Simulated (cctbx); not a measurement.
**Interatomic vectors of EuCr2Pd9**

Space group P4/mbm (no. 127), a = 8.5110 Å, b = 8.5110 Å, c = 5.0660 Å, α = 90.00°, β = 90.00°, γ = 90.00°, content Eu2 Pd18 Cr4.

The data are simulated with cctbx, not measured: Mo Kα, λ = 0.71073 Å, to d = 0.8 Å, 70 % of the full sphere, strongest reflection 40000 counts, noise from counting, a 1.5 % proportional error and a noise floor of 4 counts (s.d.); no absorption, some extinction.

Patterson synthesis from sharpened amplitudes, origin scaled to 1000:

```text
Patterson group P 4/m m m
      u       v       w   height  length (A)
  0.000   0.000   0.000   1000.0     0.00
  0.000   0.000   0.500    306.4     2.53
  0.500   0.500   0.000    238.8     6.02
  0.000   0.500   0.500    204.3     4.95
  0.137   0.500   0.000    184.1     4.41
  0.352   0.352   0.000    168.7     4.24
  0.144   0.500   0.500    150.2     5.10
  0.346   0.346   0.500    148.1     4.88
  0.383   0.383   0.251    144.1     4.78
  0.063   0.199   0.500    131.9     3.10
  0.177   0.328   0.246    128.7     3.41
  0.284   0.447   0.500    115.6     5.17
  0.039   0.277   0.249     95.3     2.69
  0.108   0.500   0.249     88.6     4.53
```

**Question.** Which atom pairs make the peaks, and where is the heaviest atom?

A peak at u stands for all pairs with xi − xj = u, with weight Σ ZiZj against Σ Z² = 48330 at the origin. Peak heights follow these weights only roughly, since form factors, motion and series ripples differ, all vectors within 0.55 Å of a peak are counted as merged into it though the farther ones add only part of their weight, and F(000) is left out, which lowers the whole map:

| u | v | w | shortest length (Å) | height | 1000 ΣZiZj/ΣZ² | pairs in the cell |
| --- | --- | --- | --- | --- | --- | --- |
| 0.000 | 0.000 | 0.500 | 2.53 | 306 | 350 | 8 × Pd–Pd |
| 0.500 | 0.500 | 0.000 | 6.02 | 239 | 252 | 2 × Eu–Eu, 2 × Pd–Pd |
| 0.000 | 0.500 | 0.500 | 4.95 | 204 | 240 | 4 × Eu–Pd |
| 0.137 | 0.500 | 0.000 | 4.41 | 184 | 263 | 6 × Pd–Pd |
| 0.352 | 0.352 | 0.000 | 4.24 | 169 | 175 | 4 × Pd–Pd |
| 0.144 | 0.500 | 0.500 | 5.10 | 150 | 175 | 4 × Pd–Pd |
| 0.346 | 0.346 | 0.500 | 4.87 | 148 | 225 | 6 × Pd–Cr, 2 × Pd–Pd |
| 0.383 | 0.383 | 0.251 | 4.78 | 144 | 175 | 4 × Pd–Pd |
| 0.063 | 0.199 | 0.500 | 3.09 | 132 | 166 | 2 × Eu–Pd, 2 × Pd–Cr |
| 0.177 | 0.328 | 0.246 | 3.41 | 129 | 120 | 2 × Eu–Pd |

The table stops at ten peaks or at a height of 45, below which ripples compete. In the model behind the data Eu, the heaviest element, has 1 independent site: (0, 0, 0), up to an allowed shift of origin; the Eu–Eu vectors are differences of these positions and their symmetry mates. The whole model:

| atom | mult. | x | y | z | Ueq (Å²) |
| --- | --- | --- | --- | --- | --- |
| Eu1 | 2 | 0 | 0 | 0 | 0.0063 |
| Pd1 | 2 | 1/2 | 0 | 1/2 | 0.0079 |
| Pd2 | 8 | 0.9411 | 0.7892 | 1/2 | 0.0076 |
| Pd3 | 8 | 0.3233 | 0.1767 | 0.2512 | 0.0064 |
| Cr1 | 4 | 0.1234 | 0.3766 | 0 | 0.0088 |

This is a model crystal, built by substitution and not relaxed, with assumed displacement parameters.

[Logs are printed without paths, hosts, clocks, repeated set-up lines and the standing remarks that a program may print on its own settings, such as how far it seeks lower states.]
